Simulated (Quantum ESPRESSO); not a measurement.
# ZnSe (Stilleite): the LO frequency by hand

Wanted: the LO mode of ZnSe (Stilleite) from the TO mode and the field response.

Program: Quantum ESPRESSO 7.5. Level of theory: DFT LDA, scalar-relativistic, plane waves, JTH PAW pseudopotentials. Results are calculated unless marked as measured.

### 1. Set-up

It takes space group F-43m (No. 216, cubic). The conventional cell has a = 5.566 Å, b = 5.566 Å, c = 5.566 Å, α = 90.00°, β = 90.00°, γ = 90.00°. Zn has 4 Se at 2.41 Å nearest. Se has 4 Zn at 2.41 Å nearest. Farther neighbours and most contacts between anions are not listed.

Coordinates:

```cif
data_structure
_symmetry_space_group_name_H-M 'F-43m'
_symmetry_Int_Tables_number 216
_cell_length_a 5.5661
_cell_length_b 5.5661
_cell_length_c 5.5661
_cell_angle_alpha 90.000
_cell_angle_beta 90.000
_cell_angle_gamma 90.000
_cell_volume 172.45
loop_
_atom_site_label
_atom_site_type_symbol
_atom_site_symmetry_multiplicity
_atom_site_Wyckoff_symbol
_atom_site_fract_x
_atom_site_fract_y
_atom_site_fract_z
_atom_site_occupancy
Zn1 Zn 4 a 0.00000 0.00000 0.00000 1
Se1 Se 4 d 0.25000 0.25000 0.75000 1
```

This is the cell after its relaxation at this level of theory, not the database cell from which that began.

### 2. What the response run gave

A linear-response run on the relaxed cell, with the response to an electric field; only its zone-centre results are used. Cutoff 50 Ry, k mesh 8×8×8.

Output:

```text
[banners, grids, parts of the stress and lines that vanish by symmetry left out]
Program PHONON v.7.5
     Reading xml data from directory:

[...]
Exchange-correlation= PW
                           (   1   4   0   0   0   0   0)
[...]
kinetic-energy cut-off    =      50.0000  Ry
     charge density cut-off    =     250.0000  Ry
     convergence threshold     =      1.0E-18
[...]
Exchange-correlation= PW
                           (   1   4   0   0   0   0   0)
[...]
q = (   0.0000000   0.0000000   0.0000000 )
     25 Sym.Ops. (with q -> -q+G )
     G cutoff =  700.6182  (  19579 G-vectors)     FFT grid: ( 40, 40, 40)
     G cutoff =  560.4945  (  13851 G-vectors)  smooth grid: ( 36, 36, 36)
     number of k points=    29
[...]
Mode symmetry, T_d (-43m)  point group:
[...]
Dielectric constant
[...]
End of electric fields calculation
          Dielectric constant in cartesian axis
          (       8.143581121       0.000000000       0.000000000 )
          (       0.000000000       8.143581121      -0.000000000 )
          (       0.000000000      -0.000000000       8.143581121 )
          Effective charges (d Force / dE) in cartesian axis without acoustic sum rule applied (asr)
           atom    1  Zn    Mean Z*:        1.98689
      Ex  (        1.98689       -0.00000        0.00000 )
      Ey  (        0.00000        1.98689        0.00000 )
      Ez  (        0.00000        0.00000        1.98689 )
           atom    2  Se    Mean Z*:       -2.03501
      Ex  (       -2.03501       -0.00000       -0.00000 )
      Ey  (       -0.00000       -2.03501       -0.00000 )
      Ez  (        0.00000        0.00000       -2.03501 )
          Effective charges Sum: Mean:       -0.04812
[...]
Effective charges (d Force / dE) in cartesian axis with asr applied:
           atom    1  Zn    Mean Z*:        2.01095
[...]
atom    2  Se    Mean Z*:       -2.01095
[...]
Representation #   1 modes #   1   2   3
[...]
End of self-consistent calculation
     Convergence has been achieved
     Representation #   2 modes #   4   5   6
[...]
End of self-consistent calculation
     Convergence has been achieved
[...]
Dielectric constant in cartesian axis
          (       8.143581121       0.000000000       0.000000000 )
          (       0.000000000       8.143581121      -0.000000000 )
          (       0.000000000      -0.000000000       8.143581121 )
          Effective charges (d Force / dE) in cartesian axis without acoustic sum rule applied (asr)
           atom    1  Zn    Mean Z*:        1.98689
      Ex  (        1.98689       -0.00000        0.00000 )
      Ey  (        0.00000        1.98689        0.00000 )
      Ez  (        0.00000        0.00000        1.98689 )
           atom    2  Se    Mean Z*:       -2.03501
      Ex  (       -2.03501       -0.00000       -0.00000 )
      Ey  (       -0.00000       -2.03501       -0.00000 )
      Ez  (        0.00000        0.00000       -2.03501 )
          Effective charges Sum: Mean:       -0.04812
[...]
Effective charges (d Force / dE) in cartesian axis with asr applied:
           atom    1  Zn    Mean Z*:        2.01095
[...]
atom    2  Se    Mean Z*:       -2.01095
[...]
q = (    0.000000000   0.000000000   0.000000000 )
[...]
freq (    1) =       0.126150 [THz] =       4.207901 [cm-1]
     freq (    2) =       0.126150 [THz] =       4.207901 [cm-1]
     freq (    3) =       0.126150 [THz] =       4.207901 [cm-1]
     freq (    4) =       6.571971 [THz] =     219.217343 [cm-1]
     freq (    5) =       6.571971 [THz] =     219.217343 [cm-1]
     freq (    6) =       6.571971 [THz] =     219.217343 [cm-1]
[...]
Mode symmetry, T_d (-43m)  point group:
     freq (   1-   3) =          4.2  [cm-1]   --> T_2  G_15 P_4   I+R
     freq (   4-   6) =        219.2  [cm-1]   --> T_2  G_15 P_4   I+R

   JOB DONE.
```

```
                       quantity   value
             cell volume Ω (Å³)  43.112
                 mass of Zn (u)  65.380
                 mass of Se (u)  78.971
     Born charge of Zn, raw (e)   1.987
     Born charge of Se, raw (e)  -2.035
                             ε∞   8.144
ω(TO) after the sum rule (cm⁻¹)   219.2
```

### 3. The calculation

The charges must sum to zero over the cell; taking off their mean, -0.024 e, leaves Z* = 2.011 e on Zn. In the polar mode Zn moves against Se, so the reduced mass is μ = 65.38 × 78.97 / 144.35 = 35.768 u.

A longitudinal wave builds up a field that adds to the restoring force: ω(LO)² = ω(TO)² + 4π Z*² / (μ Ω ε∞), in Hartree atomic units. With μ = 65201 electron masses and Ω = 290.93 bohr³ the second term is 3.2897e-07 Ha², or 15846 cm⁻² (1 Ha = 219474.6 cm⁻¹).

So ω(LO) = √(48035 + 15846) = 252.7 cm⁻¹, and by the Lyddane-Sachs-Teller relation ε₀ = ε∞ (ω(LO)/ω(TO))² = 10.83.

### 4. Check against the program

The analysis program adds the same non-analytic term to the full matrix, here for q along (1 0 0).

Output:

```text
[banner, memory and clock lines left out]
Program DYNMAT v.7.5

     Reading Dynamical Matrix from file g.dyn
     ...Force constants read
     ...epsilon and Z* read

     Polarizability (A^3 units)
     multiply by 0.295754 for Clausius-Mossotti correction
        24.507623    0.000000    0.000000
         0.000000   24.507623   -0.000000
         0.000000   -0.000000   24.507623

     IR activities are in (D/A)^2/amu units

# mode   [cm-1]    [THz]      IR
    1      0.00    0.0000    0.0000
    2      0.00    0.0000    0.0000
    3      0.00    0.0000    0.0000
    4    219.17    6.5705    2.6084
    5    219.17    6.5705    2.6084
    6    252.75    7.5772    2.6084
```

ε₀ comes from the program's run without a direction of q.

| quantity | by hand | program |
| --- | --- | --- |
| ω(LO) (cm⁻¹) | 252.7 | 252.8 |
| ε₀ | 10.83 | 10.83 |

### 5. What came out

| Property | Result |
| --- | --- |
| TO mode | 219.2 cm⁻¹ |
| LO mode | 252.8 cm⁻¹ |
| static dielectric constant | 10.83 |

What this shows: The LO mode of ZnSe (Stilleite) lies at 253 cm⁻¹, 34 cm⁻¹ above the TO mode; the formula meets the program within 0.1 cm⁻¹, as it must for a cubic crystal with one polar mode. ω(LO)² − ω(TO)² goes with Z*²/ε∞: an error of 5 % in ε∞ would move the LO mode by 1.5 cm⁻¹, and semilocal functionals tend to overestimate ε∞. The raw charges miss their sum by 0.048 e, a sign that the k mesh is short for the field response, so ε∞ may be some per cent too high. These are harmonic values at zero temperature, at the volume of this functional, for the structure held cubic; stability elsewhere in the zone is no part of this calculation.

[Host names and launcher messages were left out of these logs when they were recorded.]

[Logs are printed without paths, hosts, clocks, repeated set-up lines and the standing remarks that a program may print on its own settings, such as how far it seeks lower states.]

[Hosts, paths, dates, database ids (printed as entryN), source tags and the programs' standing remarks are cut or masked in the printed files.]
